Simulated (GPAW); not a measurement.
# The basis that the transmission of methoxybenzenedithiol between two Al chains needs

Aim: T(E), conductance and thermopower of methoxybenzenedithiol between two Al chains, and what cheaper settings cost in accuracy.

Calculated with GPAW 26.7.0; GPAW LCAO, PAW setups; Landauer transmission from Green's functions with principal layers (ASE), zero bias.

## (1) Set-up

The cell holds 28 atoms: 12 Al, 2 S, 6 H, 7 C and 1 O. Its edges and angles: a = 14.049 Å, b = 9.079 Å, c = 36.460 Å, α = 90.0°, β = 90.0°, γ = 90.0°. Regions: left lead, 6 atoms (6 Al); channel, 16 atoms (2 S, 6 H, 7 C and 1 O); right lead, 6 atoms (6 Al). Vacuum lies along a and b. The structure is stacked along c, and the current runs across the ab planes.

## (2) GPAW, dzp

Localised orbitals split the wire into layers that couple to their neighbours alone, which is what the Green's function method needs; double zeta with polarisation is the usual level for numbers.

run.py reads:

```python
import json
import numpy as np
from ase import Atoms
from ase.transport.calculators import TransportCalculator
from gpaw import GPAW, FermiDirac
from gpaw.lcao.tools import get_lcao_hamiltonian
from scipy.linalg import eigh

# The junction with lead layers at both ends, along the third cell vector
device = Atoms(
    ['Al', 'Al', 'Al', 'Al', 'Al', 'Al', 'S', 'H', 'C', 'C', 'H', 'C', 'C', 'H', 'C', 'H', 'H', 'C', 'C', 'O', 'H', 'S', 'Al', 'Al', 'Al', 'Al', 'Al', 'Al'],
    positions=[
        [7.02463, 4.53925, 1.20000],
        [7.02463, 4.53925, 3.60000],
        [7.02463, 4.53925, 6.00000],
        [7.02463, 4.53925, 8.40000],
        [7.02463, 4.53925, 10.80000],
        [7.02463, 4.53925, 13.20000],
        [7.75599, 3.89015, 15.17073],
        [5.15797, 4.03198, 16.50094],
        [7.28937, 4.04201, 16.88269],
        [5.94408, 4.08729, 17.24986],
        [9.32072, 4.05166, 17.55370],
        [8.28296, 4.09680, 17.86823],
        [5.59098, 4.19895, 18.59542],
        [4.53819, 4.23399, 18.86722],
        [7.94000, 4.20833, 19.22151],
        [10.52475, 5.05164, 19.29212],
        [10.46980, 3.25000, 19.43546],
        [6.58017, 4.26148, 19.58368],
        [10.22734, 4.20307, 19.91683],
        [8.84678, 4.27225, 20.25135],
        [10.79925, 4.25975, 20.84802],
        [6.05604, 4.40505, 21.28881],
        [7.02463, 4.53925, 23.25956],
        [7.02463, 4.53925, 25.65956],
        [7.02463, 4.53925, 28.05956],
        [7.02463, 4.53925, 30.45956],
        [7.02463, 4.53925, 32.85956],
        [7.02463, 4.53925, 35.25956]],
    cell=[[14.04925, 0.0, 0.0], [0.0, 9.0785, 0.0], [0.0, 0.0, 36.45956]],
    pbc=True)

# One principal layer of the lead: the first 4 atoms of the device
lead = Atoms(
    ['Al', 'Al', 'Al', 'Al'],
    positions=[
        [7.02463, 4.53925, 1.20000],
        [7.02463, 4.53925, 3.60000],
        [7.02463, 4.53925, 6.00000],
        [7.02463, 4.53925, 8.40000]],
    cell=[[14.04925, 0.0, 0.0], [0.0, 9.0785, 0.0], [0.0, 0.0, 9.6]],
    pbc=True)

settings = dict(mode='lcao', basis='dzp', xc='PBE', h=0.18,
                occupations=FermiDirac(0.1), maxiter=250,
                mixer=dict(beta=0.1, nmaxold=8, weight=100.0),
                convergence=dict(density=0.0001))
energies = np.arange(-3, 3 + 1e-9, 0.075)
eta = 0.0001
n1, n2 = 1, 1
# k and -k transmit alike, so half of the mesh across the current serves
mesh = [(i, j) for i in range(n1) for j in range(n2) if (i, j) <= (-i % n1, -j % n2)]
weights = np.array([1 if (i, j) == (-i % n1, -j % n2) else 2 for i, j in mesh]) / (n1 * n2)


def ground_state(atoms, size, txt):
    atoms.calc = GPAW(kpts={'size': size, 'gamma': True}, symmetry={'tolerance': 1e-3}, txt=txt, **settings)
    atoms.get_potential_energy()
    return atoms.calc.get_fermi_level()


def blocks(atoms, fermi, points, nz, cells):
    """H - E_F S and S between cell 0 and the cells above it, at each point across the current."""
    kz = np.arange(nz) / nz
    calc = atoms.calc.fixed_density(kpts=[(*k, z) for k in points for z in kz], symmetry='off', txt=None)
    H, S = get_lcao_hamiltonian(calc)
    H = (H - fermi * S).reshape(len(H), len(points), nz, *S.shape[1:])
    S = S.reshape(H.shape[1:])
    phases = [np.exp(-2j * np.pi * kz * R) / nz for R in cells]
    return [(np.einsum('skzij,z->ksij', H, p), np.einsum('kzij,z->kij', S, p)) for p in phases]


def pair(a, b):
    return np.block([[a, b], [b.T.conj(), a]])


def count_channels(h, s, cells, nk=240):
    """Half the number of times that the lead's bands cross each energy, unfolded to its shortest repeat."""
    b = len(h) // cells
    bands = []
    for k in (np.arange(nk + 1) + 0.5) / nk:
        hk, sk = h[:b, :b].copy(), s[:b, :b].copy()
        for R in range(1, cells):
            phase, block = np.exp(2j * np.pi * k * R), slice(R * b, (R + 1) * b)
            hk += h[:b, block] * phase + (h[:b, block] * phase).T.conj()
            sk += s[:b, block] * phase + (s[:b, block] * phase).T.conj()
        w, u = eigh(sk)
        x = u[:, w > 1e-5] / w[w > 1e-5]**0.5  # drop near-dependent combinations
        bands.append(np.r_[eigh(x.T.conj() @ hk @ x, eigvals_only=True), [1e9] * (w <= 1e-5).sum()])
    below = np.array(bands)[:, :, None] < energies
    return (below[1:] != below[:-1]).sum((0, 1)) / 2


fermi_lead = ground_state(lead, (1, 1, 12), 'lead.txt')
fermi_device = ground_state(device, (1, 1, 2), 'device.txt')
T, channels, eigen, tail, misfit, shifts = [], [], [], 0.0, 0.0, []
for first in range(0, len(mesh), 141):
    points = [(i / n1, j / n2) for i, j in mesh[first:first + 141]]
    (H0k, S0k), (H1k, S1k), (H2k, _) = blocks(lead, fermi_lead, points, 5, range(3))
    [(Hk, Sk)] = blocks(device, fermi_device, points, 2, [0])
    tail = max(tail, abs(H2k).max())
    for H0, S0, H1, S1, H, S in zip(H0k, S0k, H1k, S1k, Hk, Sk):
        n = len(S0)
        # Shift the lead onto the potential of the device's first layer
        shift = ((H[:, 0, 0] - H0[:, 0, 0]) / S0[0, 0]).real.mean()
        shifts.append(shift)
        misfit = max(misfit, abs(H[:, :n, :n] - H0 - shift * S0).max())
        Tk, Ck, Ek = [], [], []
        for s in range(len(H)):
            t = s % len(H0)  # a lead without moments serves both spins
            h1, s1 = pair(H0[t] + shift * S0, H1[t] + shift * S1), pair(S0, S1)
            leads = dict(h1=h1, s1=s1, energies=energies, eta=eta, eta1=eta, eta2=eta)
            calc = TransportCalculator(h=H[s], s=S, eigenchannels=3, **leads)
            Tk.append(calc.get_transmission())
            Ek.append(np.sort(calc.eigenchannels_ne, axis=0)[::-1])
            Ck.append(count_channels(h1, s1, 8))
        T.append(Tk)
        channels.append(Ck)
        eigen.append(Ek)
T, channels = np.array(T), np.array(channels)
mean, open_channels = np.einsum('kse,k->se', T, weights), np.einsum('kse,k->se', channels, weights)

print(f'basis functions: device {len(S)}, principal layer {n}')
print(f'Fermi level: lead {fermi_lead:.4f} eV, device {fermi_device:.4f} eV; lead shifted by {np.mean(shifts):.4f} eV')
print(f'largest coupling past the next layer {tail:.2e} eV, largest misfit of the first layer {misfit:.3f} eV')
print('  E-E_F (eV)   ' + 'T (one spin)  channels')
for e, t, c in zip(energies, mean.T, open_channels.T):
    print(f'{e:10.3f}  ', *[f'{x:11.4e}' for x in t], *[f'{x:9.4f}' for x in c])

kT = 8.617333e-5 * 500
fine = np.linspace(energies[0], energies[-1], 4001)
both = np.exp(np.interp(fine, energies, np.log(np.maximum(mean.sum(0) * 2 / len(mean), 1e-30))))
fermi = lambda mu: 1 / (1 + np.exp(np.clip((fine - mu) / kT, -200, 200)))
slope = fermi(0) * (1 - fermi(0)) / kT
G = np.trapezoid(both * slope, fine) / 2
seebeck = -np.trapezoid(both * slope * fine, fine) / (2 * G * 500) * 1e6
print(f'conductance at 500 K: {G:.5g} G0 a cell; thermopower {seebeck:.4g} uV/K')
bias = [0.1, 0.2, 0.5, 1.0, 1.5, 2.0]
current = [38.74 * np.trapezoid(both * (fermi(V / 2) - fermi(-V / 2)), fine) for V in bias]
for V, I in zip(bias, current):
    print(f'current from the zero-bias T(E) at {V} V: {I:.5g} uA')
zero = abs(energies).argmin()
json.dump(dict(energies=energies.tolist(), T=mean.tolist(), channels=open_channels.tolist(), G=G, seebeck=seebeck,
               bias=bias, current=current, tail=tail, misfit=misfit, shift=np.mean(shifts), n_device=len(S), n_lead=n,
               fermi=[fermi_lead, fermi_device], energy=device.get_potential_energy(),
               moments=device.get_magnetic_moments().tolist(), mesh=mesh, weights=weights.tolist(),
               T_k=T[:, :, zero].tolist(), eigen=np.array(eigen[0]).tolist()), open('result.json', 'w'))
```

Run with:

```
> OMP_NUM_THREADS=1 OPENBLAS_NUM_THREADS=1 python run.py
```

Output:

```text
basis functions: device 316, principal layer 52
Fermi level: lead -3.5112 eV, device -3.1931 eV; lead shifted by -0.0047 eV
largest coupling past the next layer 9.69e-16 eV, largest misfit of the first layer 0.052 eV
  E-E_F (eV)   T (one spin)  channels
    -3.000    1.7838e-02    1.0000
    -2.925    4.0480e-03    1.0000
    -2.850    2.5375e-02    1.0000
    -2.775    6.1652e-03    1.0000
    -2.700    3.0859e-03    1.0000
    -2.625    1.7914e-03    1.0000
    -2.550    1.1948e-03    1.0000
    -2.475    1.4824e-03    1.0000
    -2.400    4.9060e-05    1.0000
    -2.325    9.2764e-05    1.0000
    -2.250    6.2338e-05    1.0000
    -2.175    3.4775e-05    1.0000
    -2.100    1.6007e-05    1.0000
    -2.025    4.7496e-06    1.0000
    -1.950    6.1812e-08    1.0000
    -1.875    5.1628e-06    1.0000
[...]
2.475    6.0214e-01    3.0000
     2.550    1.0089e+00    3.0000
     2.625    8.1049e-01    3.0000
     2.700    5.9108e-01    3.0000
     2.775    4.4230e-01    3.0000
     2.850    3.4606e-01    3.0000
     2.925    2.8296e-01    3.0000
     3.000    2.4075e-01    3.0000
conductance at 500 K: 0.081985 G0 a cell; thermopower -11.97 uV/K
current from the zero-bias T(E) at 0.1 V: 0.63241 uA
current from the zero-bias T(E) at 0.2 V: 1.2487 uA
current from the zero-bias T(E) at 0.5 V: 2.9029 uA
current from the zero-bias T(E) at 1.0 V: 5.2043 uA
current from the zero-bias T(E) at 1.5 V: 8.1974 uA
current from the zero-bias T(E) at 2.0 V: 9.1871 uA
```

It took 2.3 min on 1 thread of Arm Neoverse V2, shared host; peak memory 2.4 GiB.

Numbers from this step:

* conductance: 0.08199 G₀
* thermopower: -11.97 μV/K
* largest coupling past the next principal layer: 9.69e-16 eV
* largest misfit of the first principal layer: 0.05230 eV
* shift that aligns the lead: -0.004706 eV
* basis functions of the junction: 316
* basis functions of a principal layer: 52
* transmission at the Fermi level (one spin): 0.08550
* open channels of the lead at the Fermi level (one spin): 2

One spin. Table of transmission, zone mean by energy, zero at the Fermi level:

```csv
energy (eV),"transmission, zone mean"
-3.00,0.0178
-2.77,0.00617
-2.55,0.00119
-2.40,4.9e-5
-2.17,3.5e-5
-1.95,6.2e-8
-1.73,0.00189
-1.57,5.7e-5
-1.35,2.7e-6
-1.12,0
-0.90,0
-0.75,0
-0.53,0
-0.30,0.0352
-0.07,0.0766
0.00,0.0855
0.07,0.0880
0.30,0.0838
0.53,0.136
0.60,0.241
0.75,0.0421
0.90,0.0337
1.12,0.0725
1.35,0.102
1.57,0.156
1.73,0.221
1.95,0.434
2.17,0.954
2.25,0.992
2.40,0.0906
2.55,1.01
2.77,0.442
3.00,0.241
```

Crossings of the lead's bands, unfolded to its shortest repeat. Table of open channels, zone mean by energy, zero at the Fermi level:

```csv
energy (eV),"open channels, zone mean"
-3.0000,1
-2.7750,1
-2.4750,1
-2.2500,1
-2.0250,1
-1.7250,1
-1.5000,1
-1.2750,0
-0.9750,0
-0.7500,0
-0.5250,0
-0.2250,2
0.0000,2
0.2250,2
0.5250,2
0.7500,2
0.9750,3
1.2750,3
1.5000,3
1.7250,3
2.0250,3
2.2500,3
2.4750,3
2.7750,3
3.0000,3
```

Not self-consistent under bias; the bias window is split evenly. Current through one cell, from the zero-bias transmission against bias:

```csv
bias (V),"current through one cell, from the zero-bias transmission (μA)"
0.100,0.632
0.200,1.25
0.500,2.90
1.000,5.20
1.500,8.20
2.000,9.19
```

Table of transmission of the three most open eigenchannels by energy, zero at the Fermi level:

```csv
energy (eV),channel 1,channel 2,channel 3
-3.0000,0.0178,0,0
-2.7750,0.00617,0,0
-2.4750,0.00148,0,0
-2.2500,6.2e-5,0,0
-2.0250,4.7e-6,0,0
-1.7250,0.00189,0,0
-1.5000,2.2e-5,0,0
-1.2750,0,0,0
-0.9750,0,0,0
-0.7500,0,0,0
-0.5250,0,0,0
-0.2250,0.0467,4.9e-4,0
0.0000,0.0844,0.00111,0
0.2250,0.0828,0.00125,0
0.5250,0.134,0.00199,0
0.7500,0.0421,2.2e-5,4.6e-8
0.9750,0.0526,0.00181,3.0e-4
1.2750,0.0865,0.00370,5.6e-4
1.5000,0.127,0.00588,6.0e-4
1.7250,0.211,0.00915,6.0e-4
2.0250,0.553,0.0157,5.9e-4
2.2500,0.970,0.0215,5.6e-4
2.4750,0.568,0.0337,5.9e-4
2.7750,0.393,0.0484,5.5e-4
3.0000,0.179,0.0613,5.4e-4
```

Couplings past the next layer reach 9.7e-16 eV, small enough to drop; the matrix elements of the cell's first layer differ from the bulk lead's by up to 0.052 eV. That layer keeps its own values in the calculation, and only beyond it is the lead taken as perfect. The Fermi levels of lead and junction count from different zeros of potential, one for each periodic cell; with both set to zero, the small remaining shift is what aligns them. By hand: G = 0.08199 × 77.48 μS = 6.35 μS, a resistance of 157 kΩ; at 0.1 V a linear junction would pass 0.635 μA, and the integral over the bias window gives 0.632 μA. Mott's formula, S = -(π²/3)(k_B²T/e) d ln T/dE, has the prefactor 12.2 μV/K·eV at 500 K; T = 0.07660 at -0.075 eV and 0.08796 at 0.075 eV give a slope of 0.922 per eV and S = -11.3 μV/K, beside -12.0 μV/K from the thermal integral, which interpolates the same grid.

## (3) Single-zeta polarised basis

The second zeta is dropped, the polarisation orbitals stay.

run.py: that of step 2 with these lines changed.

```diff
@@ -54,3 +54,3 @@
 
-settings = dict(mode='lcao', basis='dzp', xc='PBE', h=0.18,
+settings = dict(mode='lcao', basis='szp(dzp)', xc='PBE', h=0.18,
                 occupations=FermiDirac(0.1), maxiter=250,
```

Output:

```text
basis functions: device 222, principal layer 36
Fermi level: lead -4.0087 eV, device -3.7506 eV; lead shifted by -0.0095 eV
largest coupling past the next layer 1.40e-15 eV, largest misfit of the first layer 0.051 eV
  E-E_F (eV)   T (one spin)  channels
    -3.000    1.2371e-02    1.0000
    -2.925    2.3257e-02    1.0000
    -2.850    8.0127e-03    1.0000
    -2.775    2.5874e-03    1.0000
    -2.700    3.0891e-03    1.0000
    -2.625    1.4833e-03    1.0000
    -2.550    8.2035e-04    1.0000
    -2.475    4.7201e-04    1.0000
    -2.400    2.7593e-04    1.0000
    -2.325    1.6110e-04    1.0000
    -2.250    9.1677e-05    1.0000
    -2.175    4.8271e-05    1.0000
    -2.100    1.9889e-05    1.0000
    -2.025    1.7517e-06    1.0000
    -1.950    6.4323e-05    1.0000
    -1.875    3.1404e-04    1.0000
[...]
2.475    2.1769e-01    3.0000
     2.550    1.9072e-01    3.0000
     2.625    1.7100e-01    3.0000
     2.700    1.5659e-01    3.0000
     2.775    1.4618e-01    3.0000
     2.850    1.3884e-01    3.0000
     2.925    1.3390e-01    3.0000
     3.000    1.3089e-01    3.0000
conductance at 500 K: 0.099407 G0 a cell; thermopower -21.19 uV/K
current from the zero-bias T(E) at 0.1 V: 0.76789 uA
current from the zero-bias T(E) at 0.2 V: 1.523 uA
current from the zero-bias T(E) at 0.5 V: 3.6756 uA
current from the zero-bias T(E) at 1.0 V: 8.3273 uA
current from the zero-bias T(E) at 1.5 V: 10.768 uA
current from the zero-bias T(E) at 2.0 V: 12.805 uA
```

Run time: 2 min. Hardware: 1 thread; peak memory 2.4 GiB.

Numbers from this step:

| Item | Value |
| --- | --- |
| conductance | 0.09941 G₀ |
| largest coupling past the next principal layer | 1.40e-15 eV |
| largest misfit of the first principal layer | 0.05122 eV |
| shift that aligns the lead | -0.009478 eV |
| basis functions of the junction | 222 |
| basis functions of a principal layer | 36 |
| transmission at the Fermi level (one spin) | 0.1026 |

One spin. Transmission, zone mean against energy, zero at the Fermi level:

energy (eV), transmission, zone mean and a bar:
```
    -3.00      0.012 
    -2.77      0.003 
    -2.55      0.001 
    -2.40      0.000 
    -2.17      0.000 
    -1.95      0.000 
    -1.73      0.000 
    -1.57      0.000 
    -1.35      0.000 
    -1.12      0.000 
    -0.90      0.000 
    -0.75      0.000 
    -0.53      0.000 
    -0.30      0.035 #
    -0.07      0.087 ###
     0.00      0.103 ###
     0.07      0.112 ###
     0.30      0.141 ####
     0.53      0.409 ############
     0.75      0.063 ##
     0.90      0.113 ###
     1.12      0.190 ######
     1.35      0.366 ###########
     1.57      0.824 #########################
     1.65      0.996 ##############################
     1.73      0.834 #########################
     1.95      0.983 ##############################
     2.17      0.482 ###############
     2.40      0.255 ########
     2.55      0.191 ######
     2.77      0.146 ####
     3.00      0.131 ####
```

Crossings of the lead's bands, unfolded to its shortest repeat. The open channels, zone mean by energy, zero at the Fermi level:

```csv
energy (eV),"open channels, zone mean"
-3.0000,1
-2.7750,1
-2.4750,1
-2.2500,1
-2.0250,1
-1.7250,1
-1.5000,1
-1.2750,0
-0.9750,0
-0.7500,0
-0.5250,0
-0.2250,2
0.0000,2
0.2250,2
0.5250,2
0.7500,3
0.9750,3
1.2750,3
1.5000,3
1.7250,3
2.0250,3
2.2500,3
2.4750,3
2.7750,3
3.0000,3
```

Not self-consistent under bias; the bias window is split evenly. Current through one cell, from the zero-bias transmission against bias:

```csv
bias (V),"current through one cell, from the zero-bias transmission (μA)"
0.100,0.768
0.200,1.52
0.500,3.68
1.000,8.33
1.500,10.8
2.000,12.8
```

Transmission of the three most open eigenchannels against energy, zero at the Fermi level:

```csv
energy (eV),channel 1,channel 2,channel 3
-3.0000,0.0124,0,0
-2.7750,0.00259,0,0
-2.4750,4.7e-4,0,0
-2.2500,9.2e-5,0,0
-2.0250,1.8e-6,0,0
-1.7250,2.9e-5,0,0
-1.5000,4.6e-6,0,0
-1.2750,0,0,0
-0.9750,0,0,0
-0.7500,0,0,0
-0.5250,0,0,0
-0.2250,0.0492,7.9e-4,0
0.0000,0.101,0.00144,0
0.2250,0.123,0.00145,0
0.5250,0.403,0.00592,7.1e-10
0.7500,0.0610,0.00140,5.7e-5
0.9750,0.130,0.00292,7.1e-4
1.2750,0.282,0.00543,7.3e-4
1.5000,0.618,0.00832,7.0e-4
1.7250,0.822,0.0118,6.6e-4
2.0250,0.799,0.0205,6.4e-4
2.2500,0.350,0.0278,6.0e-4
2.4750,0.181,0.0364,5.7e-4
2.7750,0.0956,0.0500,5.5e-4
3.0000,0.0733,0.0571,5.3e-4
```

The conductance, 0.0994 G₀, lies 21 % above that of the dzp run.

## (4) GPAW, sz: basis = "sz(dzp)"

One function for each valence shell of the setup, as for a first survey of a large system.

run.py: that of step 3 with these lines changed.

```diff
@@ -54,3 +54,3 @@
 
-settings = dict(mode='lcao', basis='szp(dzp)', xc='PBE', h=0.18,
+settings = dict(mode='lcao', basis='sz(dzp)', xc='PBE', h=0.18,
                 occupations=FermiDirac(0.1), maxiter=250,
```

Output:

```text
basis functions: device 94, principal layer 16
Fermi level: lead -4.2768 eV, device -3.9934 eV; lead shifted by -0.0007 eV
largest coupling past the next layer 7.85e-16 eV, largest misfit of the first layer 0.057 eV
  E-E_F (eV)   T (one spin)  channels
    -3.000    4.7669e-02    1.0000
    -2.925    1.5006e-02    1.0000
    -2.850    3.9899e-03    1.0000
[...]
2.925    7.2431e-02    3.0000
     3.000    6.4139e-02    3.0000
conductance at 500 K: 0.13802 G0 a cell; thermopower -22.2 uV/K
current from the zero-bias T(E) at 0.1 V: 1.0678 uA
current from the zero-bias T(E) at 0.2 V: 2.1285 uA
current from the zero-bias T(E) at 0.5 V: 5.4048 uA
current from the zero-bias T(E) at 1.0 V: 10.304 uA
current from the zero-bias T(E) at 1.5 V: 11.629 uA
current from the zero-bias T(E) at 2.0 V: 13.685 uA
```

The job ended after 90 s (1 thread; peak memory 2.2 GiB).

This step gave:

```yaml
conductance: 0.1380 G₀
thermopower: -22.20 μV/K
largest_coupling_past_the_next_principal_layer: 7.85e-16 eV
largest_misfit_of_the_first_principal_layer: 0.05743 eV
shift_that_aligns_the_lead: -7.05e-4 eV
basis_functions_of_the_junction: 94
basis_functions_of_a_principal_layer: 16
transmission_at_the_fermi_level_one_spin: 0.1409
```

One spin. Transmission, zone mean against energy, zero at the Fermi level:

```csv
energy (eV),"transmission, zone mean"
-3.0000,0.0477
-2.7750,0.0101
-2.4750,1.4e-4
-2.2500,1.2e-5
-2.0250,6.6e-6
-1.7250,0
-1.5000,0
-1.2750,0
-0.9750,0
-0.7500,0
-0.5250,0
-0.2250,0.0695
0.0000,0.141
0.2250,0.197
0.3750,0.535
0.5250,0.0369
0.7500,0.0867
0.9750,0.122
1.2750,0.221
1.5000,0.415
1.7250,0.976
2.0250,0.987
2.2500,0.525
2.4750,0.231
2.7750,0.0984
3.0000,0.0641
```

The conductance, 0.138 G₀, lies 68 % above that of the dzp run.

[end of part 1 of 2]

[Logs are printed without paths, hosts, clocks, repeated set-up lines and the standing remarks that a program may print on its own settings, such as how far it seeks lower states.]

[Hosts, paths, dates, database ids (printed as entryN), source tags and the programs' standing remarks are cut or masked in the printed files.]
